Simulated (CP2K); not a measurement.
Two runs for the C K edge of thiophene. Run A: CP2K XAS_TDP, all-electron GAPW, PBEh(45%), aug-cc-pVDZ, TDA, no relativity. Run B differs in one setting.

First lines with a strength over 0.0015. A:

```csv
atom,energy (eV),states,"strength, one atom"
"C1 (bonded to 2 C and H), 2 alike",281.80,1,0.0460
,284.03,1,0.0100
,284.30,1,0.0099
,285.06,1,0.0034
,285.35,1,0.0025
"C3 (bonded to C, S and H), 2 alike",281.88,1,0.0497
,284.43,1,0.0301
,284.92,1,0.0140
,285.85,1,0.0053
,286.53,1,0.0028
```

B:

```
                              atom  energy (eV)  states  strength, one atom
 C1 (bonded to 2 C and H), 2 alike       287.46       1              0.0451
                                         289.70       1              0.0098
                                         289.97       1              0.0097
                                         290.72       1              0.0033
                                         291.02       1              0.0025
C3 (bonded to C, S and H), 2 alike       287.08       1              0.0488
                                         289.63       1              0.0296
                                         290.12       1              0.0137
                                         291.06       1              0.0052
                                         291.74       1              0.0027
```

Q: Which was it: the basis, GW2X switched on, the functional, scalar relativity switched on?

GW2X switched on. GW2X shifts an atom's lines together and keeps their spacings. Against PBEh(45%) in aug-cc-pVDZ, the leading lines move by +5.66 eV (C1, to 287.46) and +5.20 eV (C3, to 287.08).

[Banner, clock and machine lines of the logs are left out without a mark of their own.]

[Logs are printed without paths, hosts, clocks, repeated set-up lines and the standing remarks that a program may print on its own settings, such as how far it seeks lower states.]

[Hosts, paths, dates, database ids (printed as entryN), source tags and the programs' standing remarks are cut or masked in the printed files.]
